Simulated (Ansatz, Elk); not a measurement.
# How far do independent atoms describe NaHI2?, part 2 of 2

Structure refinements treat a crystal as free atoms side by side. For a made-up structure of NaHI2 (cell and positions from a PBE relaxation) the runs below show what the calculated density changes in F(hkl).

Elk 11.2.3 (patched build); all-electron DFT.

So far: Set-up; Ground state and structure factors; The highest occupied states alone.

The structure was built from a prototype and need not be the compound's stable phase.

## 4. Another functional

Level of this step: DFT, LDA (Perdew-Wang), all-electron APW+lo, Dirac cores, scalar-relativistic bands, static density, no spin (Elk).

The difference from free atoms is small, so it is set against the change that LDA (Perdew-Wang) makes.

elk.in

```
tasks
  0
  195

xctype
  3

spinpol
  .false.

rgkmax
  7.0

gmaxvr
  14.0

lmaxo
  7

lmaxapw
  8

swidth
  0.002

tshift
  .false.

ramdisk
  .false.

hmaxvr
  5.5

maxscl
  120

epspot
  1e-06

sppath
  './'

avec
  7.15600607874 -8.07865881539 -0.50535969529
  7.15600607874 8.07865881539 -0.50535969529
  -1.95257227153 0.00000000000 8.28732638963

atoms
  3
  'I.in'
  2
  0.6972929704 0.8413363546 0.0906277120   0.000000 0.000000 0.000000
  0.1586636454 0.3027070296 0.9093722880   0.000000 0.000000 0.000000
  'Na.in'
  1
  0.2380040739 0.7619959261 0.5000000000   0.000000 0.000000 0.000000
  'H.in'
  1
  0.9051393103 0.0948606897 0.0000000000   0.000000 0.000000 0.000000

ngridk
  4 4 5
```

Command:

```
> OMP_NUM_THREADS=4 elk
```

Numbers of over 12 decimals in the logs are rounded to 6 here.

The program printed:

```text
┌─────────────────────────┐
│ Elk code version 11.2.3 │
└─────────────────────────┘

All units are atomic (Hartree, Bohr, etc.)

┌─────────────────────────────────────────────────┐
│ Ground-state run starting from atomic densities │
└─────────────────────────────────────────────────┘

Lattice vectors :
   7.156006079      -8.078658815     -0.5053596953
   7.156006079       8.078658815     -0.5053596953
  -1.952572272       0.000000000       8.287326390

Reciprocal lattice vectors :
  0.4464430979     -0.3888755207      0.1051862051
[...]
atom 2                    :    50.07766979     (  0.1004008269E-02)
  species : 2 (Na)
   atom 1                    :    9.992284456     ( -0.1555072447E-05)
  species : 3 (H)
   atom 1                    :   0.5536595162     (   0.000000000    )
 total in muffin-tins        :    110.7012836
 total calculated charge     :    117.9979956
 total charge                :    118.0000000
 error                       :   0.2004368358E-02

┌──────────────────────────────┐
│ Self-consistent loop stopped │
└──────────────────────────────┘

Warning : core states of species 1 leak from the muffin-tin :   0.1004008269E-02

Wrote STATE.OUT
[key lines of the parts left out:]
total energy                :     -14388.948211136
```

The job ended after 2.4 min (4 threads of Arm Neoverse N1, shared host; peak memory 0.19 GiB; 8.5 min of CPU time).

Against the first run R = 0.04 %; the largest change is +0.041 at 2 0 -2.

## 5. Basis size

A smaller basis shows how fast F responds to it; the change is likely larger than the basis error of the first run, but doesn't show convergence.

Edit elk.in of step 4 so:

```diff
@@ -5,3 +5,3 @@
 xctype
-  3
+  20
 
@@ -11,3 +11,3 @@
 rgkmax
-  7.0
+  5.5
```

Command:

```
> OMP_NUM_THREADS=4 elk
```

The program printed:

```text
┌─────────────────────────┐
│ Elk code version 11.2.3 │
└─────────────────────────┘

All units are atomic (Hartree, Bohr, etc.)

┌─────────────────────────────────────────────────┐
│ Ground-state run starting from atomic densities │
└─────────────────────────────────────────────────┘

Lattice vectors :
   7.156006079      -8.078658815     -0.5053596953
   7.156006079       8.078658815     -0.5053596953
  -1.952572272       0.000000000       8.287326390

Reciprocal lattice vectors :
  0.4464430979     -0.3888755207      0.1051862051
[...]
atom 2                    :    50.05745624     (  0.9946115354E-03)
  species : 2 (Na)
   atom 1                    :    9.987233802     ( -0.9715865623E-07)
  species : 3 (H)
   atom 1                    :   0.5644987634     (   0.000000000    )
 total in muffin-tins        :    110.6666450
 total calculated charge     :    117.9980116
 total charge                :    118.0000000
 error                       :   0.1988401662E-02

┌──────────────────────────────┐
│ Self-consistent loop stopped │
└──────────────────────────────┘

Warning : core states of species 1 leak from the muffin-tin :   0.9946115354E-03

Wrote STATE.OUT
[key lines of the parts left out:]
total energy                :     -14401.181943969
```

Run time: 77 s. Hardware: 4 threads; peak memory 0.19 GiB; 3.7 min of CPU time.

Against the first run R = 0.02 %; the largest change is +0.024 at 6 0 -1.

## 6. Basis size

The basis and the expansions that go with it are enlarged, to see whether the differences are converged.

Edit elk.in of step 5 so:

```diff
@@ -11,12 +11,12 @@
 rgkmax
-  5.5
+  8.5
 
 gmaxvr
-  14.0
+  18.0
 
 lmaxo
-  7
+  9
 
 lmaxapw
-  8
+  10
```

Command:

```
> OMP_NUM_THREADS=4 elk
```

The program printed:

```text
┌─────────────────────────┐
│ Elk code version 11.2.3 │
└─────────────────────────┘

All units are atomic (Hartree, Bohr, etc.)

┌─────────────────────────────────────────────────┐
│ Ground-state run starting from atomic densities │
└─────────────────────────────────────────────────┘

Lattice vectors :
   7.156006079      -8.078658815     -0.5053596953
   7.156006079       8.078658815     -0.5053596953
  -1.952572272       0.000000000       8.287326390

Reciprocal lattice vectors :
  0.4464430979     -0.3888755207      0.1051862051
[...]
atom 2                    :    50.07169393     (  0.9916095155E-03)
  species : 2 (Na)
   atom 1                    :    9.991468887     ( -0.9715865312E-07)
  species : 3 (H)
   atom 1                    :   0.5740500570     (   0.000000000    )
 total in muffin-tins        :    110.7089068
 total calculated charge     :    117.9980270
 total charge                :    118.0000000
 error                       :   0.1972952489E-02

┌──────────────────────────────┐
│ Self-consistent loop stopped │
└──────────────────────────────┘

Warning : core states of species 1 leak from the muffin-tin :   0.9916095155E-03

Wrote STATE.OUT
[key lines of the parts left out:]
total energy                :     -14401.236364866
```

Run time: 14 min. Hardware: 4 threads; peak memory 0.52 GiB.

Against the first run R = 0.00 %; the largest change is -0.003 at 313.

## 7. Settings against the effect

| run | R against the first run (%) | R against neutral atoms, low angle (%) | wall time |
| --- | --- | --- | --- |
| PBE, rgkmax 7 | 0.00 | 0.11 | 3.2 min |
| LDA (Perdew-Wang) | 0.04 | 0.10 | 2.4 min |
| rgkmax 5.5 | 0.02 | 0.11 | 77 s |
| rgkmax 8.5 with larger expansions | 0.00 | 0.11 | 14 min |

## 8. Outcome

```yaml
r_against_neutral_atoms_sin_theta_lambda_0p3_a_minus1: 0.11 %
r_against_neutral_atoms_0p3_to_0p48_a_minus1: 0.09 %
```

**Reading.** Independent neutral atoms miss the calculated amplitudes by R = 0.11 % below 0.3 Å⁻¹ and 0.09 % from there to 0.48 Å⁻¹; by shells, 0.33 % below 0.15 Å⁻¹ (5 forms), 0.09 % 0.15 to 0.3 (31 forms), 0.10 % 0.3 to 0.45 (78 forms), 0.05 % above 0.45 (35 forms). Bonding, aspherical density and the tables' own atoms all enter these figures, and the runs don't part them. The largest change of an amplitude is +0.37 electrons, at 200. R counts amplitudes alone; phases shift too. The window's part falls from 16.0 electrons at the origin to at most 0.15 between 0.45 and 0.48 Å⁻¹. Below 0.3 Å⁻¹ the changes that finished (LDA (Perdew-Wang), rgkmax 5.5 and rgkmax 8.5 with larger expansions) move F by R = 0.03 % at most, against the 0.11 % that separates it from free atoms. The k-mesh has no finished test. Part of the difference isn't bonding: the tables are fits to free atoms and ions calculated by other methods than this functional. Thermal motion, anomalous dispersion and extinction are left out.

[Logs are printed without paths, hosts, clocks, repeated set-up lines and the standing remarks that a program may print on its own settings, such as how far it seeks lower states.]

[Hosts, paths, dates, database ids (printed as entryN), source tags and the programs' standing remarks are cut or masked in the printed files.]
